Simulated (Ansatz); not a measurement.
# Stack of 1T-PtSe2 under 1T-SnSe2 , shifted by a third of the diagonal in a perpendicular field, part 3 of 3

Aim: how the stack of 1T-PtSe2 under 1T-SnSe2 , shifted by a third of the diagonal screens a field along its normal, and what the field does to its bands. A positive field points along +c.

Ansatz 0.2.0; plane-wave DFT, PBE-D3(BJ), Ansatz PAW.

So far, gap along the path (eV): step 3 (single point, field 0, start network) 0.304; step 4 (field 0.1 V/Å) 0.338.

### 5. Atoms held, field -0.1 V/Å

File input.yaml:

```yaml
crystal:
  lattice:
    - [3.7720073501, 0.0, 0.0]
    - [-1.8860036751, 3.2666541885, 0.0]
    - [0.0, 0.0, 26.5736479904]
  atoms:
    - { symbol: Se, position: [0.6666666667, 0.3333333333, 0.3386813885] }
    - { symbol: Pt, position: [0.0, 0.0, 0.3871817253] }
    - { symbol: Se, position: [0.3333333333, 0.6666666667, 0.4354361671] }
    - { symbol: Se, position: [0.0, 0.0, 0.539361138] }
    - { symbol: Sn, position: [0.3333333333, 0.6666666667, 0.6005942331] }
    - { symbol: Se, position: [0.6666666667, 0.3333333333, 0.6613186115] }
kpoints:
  mp_grid: { grid: [12, 12, 1] }
  band_path:
    path: [[0, 0, 0], [0.5, 0, 0], [0.33333333, 0.33333333, 0], [0, 0, 0]]
    npoints: 16
hamiltonian:
  xc: pbe
  dispersion: d3bj
scf:
  occupations: { method: fermi_dirac, width: 0.02585 }
  convergence: { dr2_threshold: 1.0e-10 }
efield:
  axis: 3
  dipole_correction: true
  ramp_position: 0.9586
  ramp_width: 0.0828
  amplitude: -0.1
output:
  write_potential: true
  write_density: true
  volumetric_format: npy
```

The run is started by

```sh
> ansatz run input.yaml --threads 4 --pin off --max-ram 8192MiB --backend cpu --events-out ev --progress --plain --runs-dir out
```

The program printed:

```text
[...]
Crystal: 6 atoms, lattice volume = 327.436 Å³
Basis set: ecut = 420 eV, 6425 PW (Γ)
Bands: 58, of which v1, the nominal top of the filled ones, is band 48 counted from 1 (47 counted from 0)
Symmetry: 6 space group operations
[...]
k-points: 19 of 144 (time reversal used)
[...]
k-point 0: bands = [... 44 lower, 0.6406, 0.6695, 0.8480, 0.8480, 2.7392, 3.7979, 3.7979, 4.0046, ... 6 higher]
  k-point 1: bands = [... 44 lower, 0.6666, 0.7505, 0.8687, 1.0104, 2.9831, 3.3763, 3.6903, 4.4435, ... 6 higher]
  k-point 2: bands = [... 44 lower, 0.6029, 0.7166, 0.8279, 1.1767, 2.5202, 3.1482, 3.4977, 4.7918, ... 6 higher]
  k-point 18: bands = [... 44 lower, -0.3910, -0.1323, -0.1274, -0.0379, 2.2402, 2.6637, 2.9826, 5.6797, ... 6 higher]
[key lines of the parts left out:]
SCF converged after 15 iterations
Free energy (F): -40427.684965 eV
Fermi energy:    1.368683 eV
Dipole field:    D = -0.039123 V/Å  (p = -0.070794 e·Å, saw-weighted, corrected)
```

The job ended after 42 s (4 threads of Intel Xeon at 2.50GHz (Skylake/Cascade Lake), shared host; peak memory 1 GiB).

The dipole is -0.0708 e·Å, and the gap 0.270 eV.

### 6. Response, atoms held

This step: plane-wave DFT, PBE-D3(BJ), Ansatz PAW; response to a field along the normal, atoms held (Ansatz 0.2.0).

The dipoles give the slope, and the difference of two potentials shows where the field is screened.

This step gave:

| Property | Result |
| --- | --- |
| equivalent conductor thickness p/(ε₀AE) | 10.34 Å |
| distance between the outer atoms | 8.574 Å |

Table of dipole of the cell by applied field:

```
applied field (V/Å)  dipole of the cell (e·Å)
            -0.1000                   -0.0708
             0.0000                   -3.5e-4
             0.1000                    0.0701
```

Local field over the applied field, running mean. From the potentials at -0.1 and 0.1 V/Å; running mean over 2.8 Å. The local field over applied field by z:

```
z (Å)  local field over applied field
  4.5                           0.997
  5.0                           0.993
  5.5                           0.981
  6.0                           0.951
  6.5                           0.886
  7.0                           0.772
  7.5                           0.623
  8.0                           0.461
  8.5                           0.300
  9.0                           0.163
  9.5                          0.0711
 10.0                          0.0268
 10.5                          0.0174
 11.0                          0.0357
 11.5                          0.0718
 12.0                           0.108
 12.5                           0.130
 13.0                           0.136
 13.5                           0.123
 14.0                          0.0962
 14.5                          0.0707
 15.0                          0.0518
 15.5                          0.0372
 16.0                          0.0328
 16.5                          0.0472
 17.0                          0.0805
 17.5                           0.154
 18.0                           0.279
 18.5                           0.440
 19.0                           0.607
 19.5                           0.762
 20.0                           0.882
 20.5                           0.952
 21.0                           0.982
 21.5                           0.994
 22.0                           0.998
```

Electrons, planar mean, per unit field. The induced electron density by z:

z (Å), induced electron density (e/Å³ per V/Å) and a bar from the least value:
```
      4.5    0.00001 ###############
      5.0    0.00003 ###############
      5.5    0.00008 ################
      6.0    0.00020 ################
      6.5    0.00051 ##################
      7.0    0.00122 #####################
      7.5    0.00249 ##########################
      8.0    0.00332 ##############################
      8.5    0.00183 #######################
      9.0    0.00099 ####################
      9.5    0.00044 #################
     10.0   -0.00005 ###############
     10.5   -0.00012 ###############
     11.0   -0.00005 ###############
     11.5   -0.00058 #############
     12.0   -0.00085 ############
     12.5   -0.00088 ###########
     13.0    0.00018 ################
     13.5    0.00106 ####################
     14.0    0.00074 ###################
     14.5    0.00053 ##################
     15.0   -0.00026 ##############
     15.5   -0.00084 ############
     16.0    0.00019 ################
     16.5    0.00090 ###################
     17.0   -0.00023 ##############
     17.5   -0.00086 ###########
     18.0   -0.00173 ########
     18.5   -0.00345 
     19.0   -0.00271 ###
     19.5   -0.00130 ##########
     20.0   -0.00052 #############
     20.5   -0.00019 ##############
     21.0   -0.00007 ###############
     21.5   -0.00002 ###############
     22.0   -0.00001 ###############
```

The smaller of the gaps on the path and on the k-mesh, counted as 0 under 0.03 eV. Table of gap by applied field:

```
applied field (V/Å)  gap (eV)
            -0.1000     0.270
             0.0000     0.304
             0.1000     0.338
```

By hand: between -0.1 and 0.1 V/Å the dipole changes by 0.1409 e·Å, a slope of 0.7043 e·Å²/V. A perfect conductor of thickness t has p = ε₀AEt, so t = 180.95 × 0.7043 / 12.322 = 10.34 Å (e/ε₀ = 180.95 V·Å, A in Å²).

The induced dipole is that of a conductor 10.34 Å thick.

### 7. Summary of results

```json
{"gap without field": "0.304 eV", "ionisation energy, upper face": "5.40 eV", "electron affinity, upper face": "5.10 eV", "equivalent conductor thickness, atoms held": "10.3 Å"}
```

**Reading.** The induced dipole equals that of a perfect conductor 10.34 Å thick, while the outer atoms lie 8.57 Å apart; an out-of-plane ε follows only once a thickness t is chosen, by 1 − 1/ε = 10.34 Å / t. The gap goes from 0.30 eV to 0.27 eV at -0.1 V/Å. Semilocal functionals give gaps that are too small, and excitons are not included. Spin-orbit coupling is left out, which matters for the bands of elements this heavy.

[Long decimals in the printed logs are rounded to 6 places.]

[Logs are printed without paths, hosts, clocks, repeated set-up lines and the standing remarks that a program may print on its own settings, such as how far it seeks lower states.]

[Hosts, paths, dates, database ids (printed as entryN), source tags and the programs' standing remarks are cut or masked in the printed files.]

[Maps of the electrostatic potential energy from Ansatz leave out the sawtooth potential of an applied field or a dipole correction, so their vacuum need not be flat; planar profiles and work functions include it.]
